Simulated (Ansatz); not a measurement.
# Lattice dynamics of CaHfSe3 (model cell, started as cubic perovskite with Hf in the octahedra)

Task: relax CaHfSe3 (model cell, started as cubic perovskite with Hf in the octahedra), then find its harmonic phonons.

Calculated with Ansatz 0.2.0; DFT LDA, scalar-relativistic, plane waves, PAW; PAW set soft_1.

The structure was built from a prototype and need not be the compound's stable phase.

### 1. Starting point

Symmetry: Pm-3m, No. 221, cubic system. The conventional cell has a = 5.272 Å, b = 5.272 Å, c = 5.272 Å, α = 90.00°, β = 90.00°, γ = 90.00°. Ca has 12 Se at 3.73 Å nearest. Nearest to Hf lie 6 Se at 2.64 Å. Nearest to Se lie 2 Hf at 2.64 Å and 4 Ca at 3.73 Å. Farther neighbours and most contacts between anions are not listed.

### 2. Relaxation, k-mesh 6×6×6, smearing width 0.01 eV

The cell and atoms are relaxed, since residual forces and stress would shift the frequencies.

input.yaml

```yaml
crystal:
  lattice:
    - [5.2724, 0.0, 0.0]
    - [0.0, 5.2724, 0.0]
    - [0.0, 0.0, 5.2724]
  atoms:
    - { symbol: Ca, position: [0.0, 0.0, 0.0] }
    - { symbol: Hf, position: [0.5, 0.5, 0.5] }
    - { symbol: Se, position: [0.5, 0.5, 0.0] }
    - { symbol: Se, position: [0.5, 0.0, 0.5] }
    - { symbol: Se, position: [0.0, 0.5, 0.5] }
kpoints:
  mp_grid: { grid: [6, 6, 6] }
hamiltonian:
  xc: lda
  pseudopotentials: { kind: paw, azcp: { folder: soft_1 }, xc_functional: pbe }
scf:
  occupations: { method: gaussian, width: 0.01 }
output:
  forces: true
  stress: true
  eigenvalues: true
relax:
  adjacent_minimum: "off"
  f_tol: 0.005
  max_steps: 80
  cell: { stress_tol: 0.05 }
```

The run is started by

```sh
$ ansatz run input.yaml --threads 4 --pin off --max-ram 16384MiB --backend cpu --events-out ev --progress --plain --runs-dir out
```

Numbers of over 12 decimals in the logs are rounded to 6 here.

Log:

```text
Engine: ansatz 0.2.0, aarch64-unknown-linux-gnu
Pseudopotentials: kind: paw
Pseudopotential: Ca, paw, valence charge 10, recommended cutoff 420 eV (normal), soft_1/Ca.paw.azcp
Pseudopotential: Hf, paw, valence charge 26, recommended cutoff 420 eV (normal), soft_1/Hf.paw.azcp
Pseudopotential: Se, paw, valence charge 16, recommended cutoff 420 eV (normal), soft_1/Se.paw.azcp
Functional definition: SPW92
  exchange = slater_x
  correlation = pw_c
Crystal: 5 atoms, lattice volume = 146.563 Å³
Basis set: ecut = 420 eV, 2897 PW (Γ)
Bands: 51, of which v1, the nominal top of the filled ones, is band 42 counted from 1 (41 counted from 0)
Symmetry: 48 space group operations
Space group: Pm-3m (ITA 221), of the structure as read, at distance tolerance 5.3e-5 Å
k-points: 20 of 216
Non-local potential: Ca, projectors of the file, l = 0: 3, l = 1: 2, l = 2: 2
Non-local potential: Hf, projectors of the file, l = 0: 3, l = 1: 2, l = 2: 2, l = 3: 3
Non-local potential: Se, projectors of the file, l = 0: 2, l = 1: 2, l = 2: 3, l = 3: 1
PAW form: soft (Blöchl's): semilocal exchange-correlation on the pseudo side does not see the compensation charge
PAW frozen core: Ca, regenerated for the run's functional, and the local potential with it (the file was generated under x = pbe(κ = 0.804, μ = 0.219515), c = pbe(β = 0.066725))
PAW frozen core: Hf, regenerated for the run's functional, and the local potential with it (the file was generated under x = pbe(κ = 0.804, μ = 0.219515), c = pbe(β = 0.066725))
PAW frozen core: Se, regenerated for the run's functional, and the local potential with it (the file was generated under x = pbe(κ = 0.804, μ = 0.219515), c = pbe(β = 0.066725))
PAW one-centre angular grid: Ca, 110 points (default); XC on 64 Gauss nodes
PAW one-centre angular grid: Hf, 590 points (default); XC on 64 Gauss nodes
PAW one-centre angular grid: Se, 590 points (default); XC on 64 Gauss nodes
Initial density: superposition of atomic densities (chi_scale 0.1, normalization cell, long waves kept (reshape's long-wave potential 0.00 eV rms))
Initial wavefunctions: pseudopotential atomic-orbital guess
Functional: x = slater, c = lda
SCF iter   1: F=—  HF=-33411.333881 eV  |F-HF|=—  |Δ(HF+E_count)|=         —  Δρ=9.98e-2  dr2=3.58e1  ethr=3.10e-3  ⟨swp⟩=8.0  Hψ=3970  notcnv=0
preconditioner: auto → LDOS  [metal: Δε(μ)=0.009 eV  Ē_g=6.333 eV  σ=0.010 eV  W_gap=0.47  n_scr=32 (ndim 8)  ℏωp=15.0 eV  f_vac=0.012  D(μ)=20.35/eV (n_scr^D=304)  β→1.0]
SCF iter   2: F=—  HF=-33407.072532 eV  |F-HF|=—  |Δ(HF+E_count)|=    4.26e0  Δρ=5.00e-2  dr2=6.15e0  ethr=3.10e-3  ⟨swp⟩=3.3  Hψ=2225  notcnv=0  defer=79
preconditioner: auto → Resta (q_TF=auto, 2.487 Å⁻¹)  ε∞=4.5  [insulator: Δε(μ)=0.125 eV  Ē_g=10.037 eV  σ=0.010 eV  W_gap=1.00  n_scr=32 (ndim 8)  ℏωp=18.9 eV  f_vac=0.042  D(μ)=0.00/eV (n_scr^D=0)  ε∞_Penn≈4.5  β→0.5]
SCF iter   3: F=—  HF=-33405.767535 eV  |F-HF|=—  |Δ(HF+E_count)|=    1.30e0  Δρ=1.47e-2  dr2=3.23e-1  ethr=3.10e-3  ⟨swp⟩=3.9  Hψ=2453  notcnv=0  defer=52
SCF iter   4: F=—  HF=-33405.740910 eV  |F-HF|=—  |Δ(HF+E_count)|=   2.66e-2  Δρ=1.07e-2  dr2=2.25e-1  ethr=3.84e-4  ⟨swp⟩=2.8  Hψ=2077  notcnv=0  defer=58
SCF iter   5: F=—  HF=-33405.679411 eV  |F-HF|=—  |Δ(HF+E_count)|=   6.15e-2  Δρ=3.99e-3  dr2=5.26e-2  ethr=2.68e-4  ⟨swp⟩=3.1  Hψ=1980  notcnv=0  defer=58
SCF iter   6: F=—  HF=-33405.667164 eV  |F-HF|=—  |Δ(HF+E_count)|=   1.22e-2  Δρ=8.53e-4  dr2=1.75e-3  ethr=6.26e-5  ⟨swp⟩=3.5  Hψ=1483  notcnv=0  defer=58
SCF iter   7: F=—  HF=-33405.666924 eV  |F-HF|=—  |Δ(HF+E_count)|=   2.39e-4  Δρ=2.68e-4  dr2=3.10e-4  ethr=2.08e-6  ⟨swp⟩=3.2  Hψ=2058  notcnv=0  defer=57
SCF iter   8: F=—  HF=-33405.666870 eV  |F-HF|=—  |Δ(HF+E_count)|=   5.44e-5  Δρ=1.68e-4  dr2=1.23e-4  ethr=3.69e-7  ⟨swp⟩=2.0  Hψ=1629  notcnv=0  defer=57
SCF iter   9: F=—  HF=-33405.666837 eV  |F-HF|=—  |Δ(HF+E_count)|=   3.24e-5  Δρ=3.48e-5  dr2=3.70e-6  ethr=1.46e-7  ⟨swp⟩=2.0  Hψ=1147  notcnv=0  defer=57
SCF iter  10: F=—  HF=-33405.666842 eV  |F-HF|=—  |Δ(HF+E_count)|=   4.55e-6  Δρ=8.70e-6  dr2=2.07e-7  ethr=4.40e-9  ⟨swp⟩=2.0  Hψ=1461  notcnv=0  defer=56
SCF iter  11: F=-33405.666842 eV  HF=-33405.666842 eV  |F-HF|=1.19e-9  |Δ(HF+E_count)|=   6.07e-9  Δρ=2.55e-6  dr2=9.45e-9  ethr=1.19e-10  ⟨swp⟩=10.4  Hψ=4886  notcnv=0
SCF 1 converged in 11 iterations: F = -33405.666842 eV  dr2 = 9.45e-9
  greatest PAW one-centre occupation: 1.000 electrons in one spin orbital (limit 2), on the Se atom at site 3 (counted from 0), in its partial waves of l = 2
relax step   1: F+E_penalty+E_count = -33405.66684198 eV  Δ(F+E_penalty+E_count) = +0.000e0 eV  max|allowed force component| = 1.239e-28 eV/Å  Δτ_max = 0.0000 Å  P = -6.580 GPa  Ω = 146.563 Å³  (11 SCF iters, dr2 threshold 1.00e-7 eV, accepted)
Crystal: 5 atoms, lattice volume = 126.156 Å³
Basis set: ecut = 420 eV, 2517 PW (Γ)
Initial density: handed on by an earlier stage of this run
Initial wavefunctions: those handed on with the density
iter 1 solved again at ethr=1.29e-3 eV; its pass at ethr=3.10e-3 eV (dr2=1.08e0 eV) is discarded
SCF iter   1: F=—  HF=-33406.250222 eV  |F-HF|=—  |Δ(HF+E_count)|=         —  Δρ=1.77e-2  dr2=1.08e0  ethr=1.29e-3  ⟨swp⟩=1.2  Hψ=5137  notcnv=0
preconditioner: auto → Resta (q_TF=auto, 2.549 Å⁻¹)  ε∞=4.6  [insulator: Δε(μ)=0.172 eV  Ē_g=10.793 eV  σ=0.010 eV  W_gap=1.00  n_scr=32 (ndim 8)  ℏωp=20.4 eV  f_vac=0.033  D(μ)=0.00/eV (n_scr^D=0)  ε∞_Penn≈4.6]
SCF iter   2: F=—  HF=-33406.011121 eV  |F-HF|=—  |Δ(HF+E_count)|=   2.39e-1  Δρ=4.37e-3  dr2=2.75e-2  ethr=1.28e-3  ⟨swp⟩=2.8  Hψ=1640  notcnv=0  defer=1
preconditioner: auto → LDOS  [insulator: Δε(μ)=0.012 eV  Ē_g=10.530 eV  σ=0.010 eV  W_gap=0.60  n_scr=32 (ndim 8)  ℏωp=20.4 eV  f_vac=0.035  D(μ)=4.41/eV (n_scr^D=32)  ε∞_Penn≈4.7  β→1.0]
SCF iter   3: F=—  HF=-33406.001938 eV  |F-HF|=—  |Δ(HF+E_count)|=   9.18e-3  Δρ=2.74e-3  dr2=1.11e-2  ethr=3.27e-5  ⟨swp⟩=3.0  Hψ=2437  notcnv=0  defer=57
SCF iter   4: F=—  HF=-33405.989903 eV  |F-HF|=—  |Δ(HF+E_count)|=   1.20e-2  Δρ=1.73e-3  dr2=5.61e-3  ethr=1.32e-5  ⟨swp⟩=3.0  Hψ=2274  notcnv=0  defer=57
SCF iter   5: F=—  HF=-33405.989139 eV  |F-HF|=—  |Δ(HF+E_count)|=   7.65e-4  Δρ=6.68e-4  dr2=1.35e-3  ethr=6.67e-6  ⟨swp⟩=2.5  Hψ=1489  notcnv=0  defer=57
SCF iter   6: F=—  HF=-33405.988926 eV  |F-HF|=—  |Δ(HF+E_count)|=   2.13e-4  Δρ=2.14e-4  dr2=1.34e-4  ethr=1.61e-6  ⟨swp⟩=1.9  Hψ=1374  notcnv=0  defer=57
SCF iter   7: F=—  HF=-33405.988911 eV  |F-HF|=—  |Δ(HF+E_count)|=   1.46e-5  Δρ=4.79e-5  dr2=4.98e-6  ethr=1.60e-7  ⟨swp⟩=2.2  Hψ=1393  notcnv=0  defer=57
[...]
SCF 2 converged in 10 iterations: F = -33405.988910 eV  dr2 = 2.27e-7
  greatest PAW one-centre occupation: 1.000 electrons in one spin orbital (limit 2), on the Se atom at site 4 (counted from 0), in its partial waves of l = 2
relax step   2: F+E_penalty+E_count = -33405.98891046 eV  Δ(F+E_penalty+E_count) = -3.221e-1 eV  max|allowed force component| = 1.828e-29 eV/Å  Δτ_max = 0.0000 Å  P = +2.709 GPa  Ω = 126.156 Å³  energy of the carried Pulay correction = +2.293e-3 eV  (10 SCF iters, dr2 threshold 5.00e-7 eV, accepted)
Crystal: 5 atoms, lattice volume = 131.494 Å³
Basis set: ecut = 420 eV, 2553 PW (Γ)
iter 1 solved again at ethr=1.05e-4 eV; its pass at ethr=3.10e-3 eV (dr2=8.81e-2 eV) is discarded
SCF iter   1: F=—  HF=-33406.050453 eV  |F-HF|=—  |Δ(HF+E_count)|=         —  Δρ=4.97e-3  dr2=9.07e-2  ethr=1.05e-4  ⟨swp⟩=1.9  Hψ=4187  notcnv=0
preconditioner: auto → Resta (q_TF=auto, 2.532 Å⁻¹)  ε∞=4.6  [insulator: Δε(μ)=0.168 eV  Ē_g=10.471 eV  σ=0.010 eV  W_gap=1.00  n_scr=32 (ndim 8)  ℏωp=20.0 eV  f_vac=0.050  D(μ)=0.00/eV (n_scr^D=0)  ε∞_Penn≈4.6]
SCF iter   2: F=—  HF=-33406.027446 eV  |F-HF|=—  |Δ(HF+E_count)|=   2.30e-2  Δρ=1.50e-3  dr2=6.56e-3  ethr=1.05e-4  ⟨swp⟩=3.0  Hψ=1568  notcnv=0
SCF iter   3: F=—  HF=-33406.025169 eV  |F-HF|=—  |Δ(HF+E_count)|=   2.28e-3  Δρ=7.29e-4  dr2=6.90e-4  ethr=7.81e-6  ⟨swp⟩=2.7  Hψ=2047  notcnv=0
SCF iter   4: F=—  HF=-33406.024893 eV  |F-HF|=—  |Δ(HF+E_count)|=   2.76e-4  Δρ=4.87e-4  dr2=3.68e-4  ethr=8.22e-7  ⟨swp⟩=2.0  Hψ=1877  notcnv=0
SCF iter   5: F=—  HF=-33406.024868 eV  |F-HF|=—  |Δ(HF+E_count)|=   2.50e-5  Δρ=2.46e-4  dr2=2.11e-4  ethr=4.38e-7  ⟨swp⟩=3.1  Hψ=2006  notcnv=0
SCF iter   6: F=—  HF=-33406.024815 eV  |F-HF|=—  |Δ(HF+E_count)|=   5.28e-5  Δρ=5.43e-5  dr2=5.20e-6  ethr=2.51e-7  ⟨swp⟩=3.0  Hψ=2047  notcnv=0
SCF iter   7: F=—  HF=-33406.024815 eV  |F-HF|=—  |Δ(HF+E_count)|=   5.49e-7  Δρ=1.95e-5  dr2=9.37e-7  ethr=6.19e-9  ⟨swp⟩=2.0  Hψ=1749  notcnv=0
SCF iter   8: F=—  HF=-33406.024815 eV  |F-HF|=—  |Δ(HF+E_count)|=   1.29e-8  Δρ=1.35e-5  dr2=5.47e-7  ethr=5.95e-10  ⟨swp⟩=5.8  Hψ=4257  notcnv=0
SCF iter   9: F=-33406.024815 eV  HF=-33406.024815 eV  |F-HF|=3.59e-8  |Δ(HF+E_count)|=   8.09e-8  Δρ=3.83e-6  dr2=4.08e-8  ethr=5.95e-10  ⟨swp⟩=4.0  Hψ=3134  notcnv=0
SCF 3 converged in 9 iterations: F = -33406.024815 eV  dr2 = 4.08e-8
relax step   3: F+E_penalty+E_count = -33406.02481512 eV  Δ(F+E_penalty+E_count) = -3.590e-2 eV  max|allowed force component| = 9.874e-30 eV/Å  Δτ_max = 0.0000 Å  P = -0.429 GPa  Ω = 131.494 Å³  energy of the carried Pulay correction = +1.661e-3 eV  (9 SCF iters, dr2 threshold 5.00e-7 eV, accepted)
[...]
relax step   4: F+E_penalty+E_count = -33406.02598791 eV  Δ(F+E_penalty+E_count) = -1.173e-3 eV  max|allowed force component| = 1.667e-29 eV/Å  Δτ_max = 0.0000 Å  P = -0.029 GPa  Ω = 130.738 Å³  energy of the carried Pulay correction = +1.749e-3 eV  (5 SCF iters, dr2 threshold 4.59e-7 eV, accepted)
Initial wavefunctions: pseudopotential atomic-orbital guess (no wavefunctions were taken with the density)
iter 1 solved again at ethr=1.17e-6 eV; its pass at ethr=3.10e-3 eV (dr2=9.80e-4 eV) is discarded
SCF iter   1: F=—  HF=-33406.024220 eV  |F-HF|=—  |Δ(HF+E_count)|=         —  Δρ=7.79e-5  dr2=1.15e-6  ethr=1.17e-6  ⟨swp⟩=3.0  Hψ=6953  notcnv=0
eigensolver tolerance schedule: the retry pair's looser diagonalisation over-reported the residual by 854.26 of it (diagonalisation noise at 0.47 of the residual, at the tolerance the schedule requests for it); recorded, not acted on — ethr = c·dr2/N_el stays at c = 1.0e-1
preconditioner: auto → LDOS  [insulator: Δε(μ)=0.017 eV  Ē_g=10.541 eV  σ=0.010 eV  W_gap=0.76  n_scr=32 (ndim 8)  ℏωp=20.0 eV  f_vac=0.048  D(μ)=1.57/eV (n_scr^D=6)  ε∞_Penn≈4.6  β→1.0]
SCF iter   2: F=—  HF=-33406.024232 eV  |F-HF|=—  |Δ(HF+E_count)|=   1.15e-5  Δρ=7.49e-5  dr2=5.66e-6  ethr=1.36e-9  ⟨swp⟩=3.8  Hψ=2925  notcnv=0
SCF iter   3: F=—  HF=-33406.024222 eV  |F-HF|=—  |Δ(HF+E_count)|=   1.00e-5  Δρ=3.01e-5  dr2=1.14e-6  ethr=1.36e-9  ⟨swp⟩=3.6  Hψ=2614  notcnv=0
SCF iter   4: F=—  HF=-33406.024221 eV  |F-HF|=—  |Δ(HF+E_count)|=   9.24e-7  Δρ=4.56e-6  dr2=3.36e-8  ethr=1.36e-9  ⟨swp⟩=2.4  Hψ=1844  notcnv=0
SCF iter   5: F=—  HF=-33406.024221 eV  |F-HF|=—  |Δ(HF+E_count)|=   2.73e-8  Δρ=8.00e-7  dr2=2.60e-10  ethr=4.00e-11  ⟨swp⟩=2.5  Hψ=1872  notcnv=0
SCF iter   6: F=-33406.024221 eV  HF=-33406.024221 eV  |F-HF|=1.46e-11  |Δ(HF+E_count)|=  5.82e-11  Δρ=1.47e-7  dr2=1.74e-11  ethr=1.00e-12  ⟨swp⟩=5.8  Hψ=4672  notcnv=0
SCF 5 converged in 6 iterations: F = -33406.024221 eV  dr2 = 1.74e-11
relax step   5: F+E_penalty+E_count = -33406.02422076 eV  Δ(F+E_penalty+E_count) = +1.767e-3 eV  max|allowed force component| = 1.838e-29 eV/Å  Δτ_max = 0.0000 Å  P = -0.028 GPa  Ω = 130.738 Å³  stress off target by 2.85e-2 GPa  SCF on the basis re-selected at this cell (its energy is not comparable with the rows above)  (6 SCF iters)
basis re-selected at this cell: Δ(F+E_penalty+E_count) = +1.767e-3 eV, ΔP = +0.000 GPa vs the last step (what re-selecting the basis moved, of the pressure what is left beyond the Pulay correction that the steps carried, after the strain that the cell walked since its last selection, with what the two solves' SCF thresholds leave and, on support functions, any second-order correction that the steps lacked; it is no m [...]
SCF converged after 6 iterations
Free energy (F): -33406.024221 eV
Harris-Foulkes:  -33406.024221 eV  (|F-HF|=1.46e-11)
Internal energy: -33406.024142 eV  (E = F + TS)
E sigma→0 (E₀):  -33406.024181 eV
Entropy (-TS):   -0.000079 eV (-0.016 meV/atom)
Fermi energy:    9.023159 eV
--- Per-component energies (eV) ---
  E_band       = -1506.884189
  E_kinetic    = 997.744908
  E_local      = -18307.182441  (includes V_loc(G=0)·N_el)
  E_nonlocal   = -885.138364
  E_hartree    = 9049.005597
  E_xc         = -646.371444
  E_vxc        = -686.507077  (∫ρ·V_xc dr)
  E_paw        = -14415.162514  (= ΣΔE_a)
  E_vpaw       = -723.811214  (= ΣTr[D̂ρ^β])
  E_aug_tail   = -0.001041  (compensation charges beyond the density's cutoff)
  E_ewald      = -9208.311177
  E_core_change = 9.392334  (= ΣΔE_core)
  E_smearing   = -0.000079  (= −TS)
  E_closure    = -0.000000  (closes the sum)
  Σ components = -33406.024221   (vs F -33406.024221, Δ=0.00e0)
--- Forces (eV/Å), atoms counted from 1 ---
  atom   1  Ca     0.00000000     0.00000000     0.00000000
  atom   2  Hf     0.00000000     0.00000000     0.00000000
  atom   3  Se     0.00000000    -0.00000000     0.00000000
  atom   4  Se    -0.00000000     0.00000000    -0.00000000
  atom   5  Se    -0.00000000     0.00000000     0.00000000
  max |Σ_I F_I| component: 2.38e-29 eV/Å
--- Stress (GPa, compression-positive) ---
       -0.028479       0.000000      -0.000000
        0.000000      -0.028479       0.000000
       -0.000000       0.000000      -0.028479
  P = ⅓ Tr σ = -0.0285 GPa (-0.285 kbar)
--- Band table (eV; the first three rows and the last of 20) ---
  k-point 0: bands = [... 38 lower, 7.5817, 8.4213, 8.4213, 8.4213, 9.0149, 9.0149, 9.0149, 9.7641, ... 5 higher]
  k-point 1: bands = [... 38 lower, 7.3341, 7.4199, 8.2085, 8.2085, 9.0623, 9.9097, 9.9097, 10.2750, ... 5 higher]
  k-point 2: bands = [... 38 lower, 6.3439, 6.9477, 8.1161, 8.1161, 9.1669, 11.1552, 11.1670, 11.1670, ... 5 higher]
  k-point 19: bands = [... 38 lower, 4.8626, 9.0315, 9.0315, 9.0315, 10.0147, 11.2801, 11.2801, 11.2801, ... 5 higher]
--- Relaxed structure (4 steps of the walk, 4 accepted, 1 SCFs on fresh bases) ---
  F+E_penalty+E_count = -33406.02422076 eV   max|allowed force component| = 1.838e-29 eV/Å   (the final SCF, on the basis selected at the relaxed cell)
  cell:  # Å, volume = 130.7385 Å³
    - [5.075371, 0, 0]
    - [0, 5.075371, 0]
    - [0, 0, 5.075371]
  atoms:
    - { symbol: Ca, position: [0, 0, 0] }
    - { symbol: Hf, position: [0.5, 0.5, 0.5] }
    - { symbol: Se, position: [0.5, 0.5, 0] }
    - { symbol: Se, position: [0.5, 0, 0.5] }
    - { symbol: Se, position: [0, 0.5, 0.5] }
```

Elapsed: 14 s, on 4 threads of Arm Neoverse V2, shared host; peak memory 0.55 GiB; 50 s of CPU time.

The steps of the relaxation:

| step | energy less that of the first step (eV) | largest force component (eV/Å) | pressure (GPa) | volume (Å³) |
| --- | --- | --- | --- | --- |
| 1 | 0.0000 | 0.0000 | -6.58 | 146.56 |
| 2 | -0.3221 | 0.0000 | 2.71 | 126.16 |
| 3 | -0.3580 | 0.0000 | -0.43 | 131.49 |
| 4 | -0.3591 | 0.0000 | -0.03 | 130.74 |
| 5* | -0.3574 | 0.0000 | -0.03 | 130.74 |

Relaxation steps marked * repeat the geometry before them on a plane-wave basis chosen anew for their cell, so energy and pressure can jump there.

The run keeps the 48 symmetry operations that it works with, so distortions that break them were not tested.

| conventional cell, symmetrised | before | after | change |
| --- | --- | --- | --- |
| a (Å) | 5.272 | 5.075 | -3.7 % |
| b (Å) | 5.272 | 5.075 | -3.7 % |
| c (Å) | 5.272 | 5.075 | -3.7 % |
| volume (Å³/atom) | 29.31 | 26.15 | -10.8 % |

The relaxed structure:

```cif
data_structure
_symmetry_space_group_name_H-M 'P 1'
_symmetry_Int_Tables_number 1
_cell_length_a 5.0754
_cell_length_b 5.0754
_cell_length_c 5.0754
_cell_angle_alpha 90.000
_cell_angle_beta 90.000
_cell_angle_gamma 90.000
_cell_volume 130.74
loop_
_atom_site_label
_atom_site_type_symbol
_atom_site_fract_x
_atom_site_fract_y
_atom_site_fract_z
_atom_site_occupancy
Ca1 Ca 0.00000 0.00000 0.00000 1
Hf2 Hf 0.50000 0.50000 0.50000 1
Se3 Se 0.50000 0.50000 0.00000 1
Se4 Se 0.50000 0.00000 0.50000 1
Se5 Se 0.00000 0.50000 0.50000 1
```

Numbers from this step:

```yaml
pressure: -0.02848 GPa
volume_per_atom: 26.15 Å³
gap_on_the_k_mesh: 0 eV
```

In this step the volume went from 29.31 to 26.15 Å³/atom.

### 3. Bringing the structure to rest, k-mesh 8×8×8, smearing width 0.1 eV

The relaxation is repeated from its end, on the mesh and smearing that suit the cell and gap now reached.

input.yaml, the sections that differ from step 2:

```yaml
crystal:
  lattice:
    - [5.0753710363, 0.0, 0.0]
    - [0.0, 5.0753710363, 0.0]
    - [0.0, 0.0, 5.0753710363]
  atoms:
    - { symbol: Ca, position: [0.0, 0.0, 0.0] }
    - { symbol: Hf, position: [0.5, 0.5, 0.5] }
    - { symbol: Se, position: [0.5, 0.5, 0.0] }
    - { symbol: Se, position: [0.5, 0.0, 0.5] }
    - { symbol: Se, position: [0.0, 0.5, 0.5] }
kpoints:
  mp_grid: { grid: [8, 8, 8] }
scf:
  occupations: { method: gaussian, width: 0.1 }
output:
  forces: true
  stress: true
  eigenvalues: true
  write_density: true
  write_potential: true
  elf: true
  volumetric_format: npy
# hamiltonian, relax: as in step 2
```

Log:

```text
[...]
Crystal: 5 atoms, lattice volume = 130.738 Å³
Basis set: ecut = 420 eV, 2517 PW (Γ)
Bands: 51, of which v1, the nominal top of the filled ones, is band 42 counted from 1 (41 counted from 0)
Symmetry: 48 space group operations
[...]
k-points: 35 of 512
[...]
--- Relaxed structure (1 steps of the walk, 1 accepted, 1 SCFs on fresh bases) ---
[...]
cell:  # Å, volume = 130.7385 Å³
    - [5.0753710363, 0.0, 0.0]
    - [0.0, 5.0753710363, 0.0]
    - [0.0, 0.0, 5.0753710363]
  atoms:
    - { symbol: Ca, position: [0.0, 0.0, 0.0] }
    - { symbol: Hf, position: [0.5, 0.5, 0.5] }
    - { symbol: Se, position: [0.5, 0.5, 0.0] }
    - { symbol: Se, position: [0.5, 0.0, 0.5] }
    - { symbol: Se, position: [0.0, 0.5, 0.5] }
[key lines of the parts left out:]
SCF converged after 7 iterations
Free energy (F): -33406.029664 eV
Fermi energy:    9.028123 eV
P = ⅓ Tr σ = -0.0346 GPa (-0.346 kbar)
```

It took 11 s on 4 threads; peak memory 0.57 GiB; 41 s of CPU time.

Little changed from the start: no atom moved by 0.005 Å and no cell edge by 0.1 %.

This step gave:

```yaml
pressure: -0.03463 GPa
```

In this step the volume went from 26.15 to 26.15 Å³/atom.

### 4. Tight relaxation

Phonons need a cell at rest on their own settings, so the relaxation is repeated with tight tolerances on forces and stress, using the mesh and the filling of the phonon run that follows.

input.yaml, the sections that differ from step 3:

```yaml
scf:
  occupations: { method: methfessel_paxton, width: 0.2 }
output:
  forces: true
  stress: true
  eigenvalues: true
relax:
  adjacent_minimum: "off"
  f_tol: 0.001
  max_steps: 60
  cell: { stress_tol: 0.01 }
# crystal, kpoints, hamiltonian: as in step 3
```

Log:

```text
[...]
Crystal: 5 atoms, lattice volume = 130.738 Å³
Basis set: ecut = 420 eV, 2517 PW (Γ)
Bands: 51, of which v1, the nominal top of the filled ones, is band 42 counted from 1 (41 counted from 0)
Symmetry: 48 space group operations
[...]
k-points: 35 of 512
[...]
--- Relaxed structure (3 steps of the walk, 3 accepted, 1 SCFs on fresh bases) ---
[...]
cell:  # Å, volume = 130.6778 Å³
    - [5.074586, 0, 0]
    - [0, 5.074586, 0]
    - [0.0, 0, 5.074586]
  atoms:
    - { symbol: Ca, position: [0, 0, 0] }
    - { symbol: Hf, position: [0.5, 0.5, 0.5] }
    - { symbol: Se, position: [0.5, 0.5, 0] }
    - { symbol: Se, position: [0.5, 0, 0.5] }
    - { symbol: Se, position: [0, 0.5, 0.5] }
[key lines of the parts left out:]
SCF converged after 7 iterations
Free energy (F): -33406.028057 eV
Fermi energy:    9.017455 eV
P = ⅓ Tr σ = -0.0000 GPa (-0.000 kbar)
```

Run time: 16 s. Hardware: 4 threads; peak memory 0.57 GiB.

Little changed from the start: no atom moved by 0.005 Å and no cell edge by 0.1 %.

Numbers from this step:

| Property | Result |
| --- | --- |
| pressure | -4.90e-5 GPa |
| volume per atom | 26.14 Å³ |

The forces vanish by symmetry and the pressure is 0.000 GPa, within the tolerances set. The cell now holds 26.14 Å³/atom.

(Part 1 of 2 ends here.)

[Logs are printed without paths, hosts, clocks, repeated set-up lines and the standing remarks that a program may print on its own settings, such as how far it seeks lower states.]

[Hosts, paths, dates, database ids (printed as entryN), source tags and the programs' standing remarks are cut or masked in the printed files.]
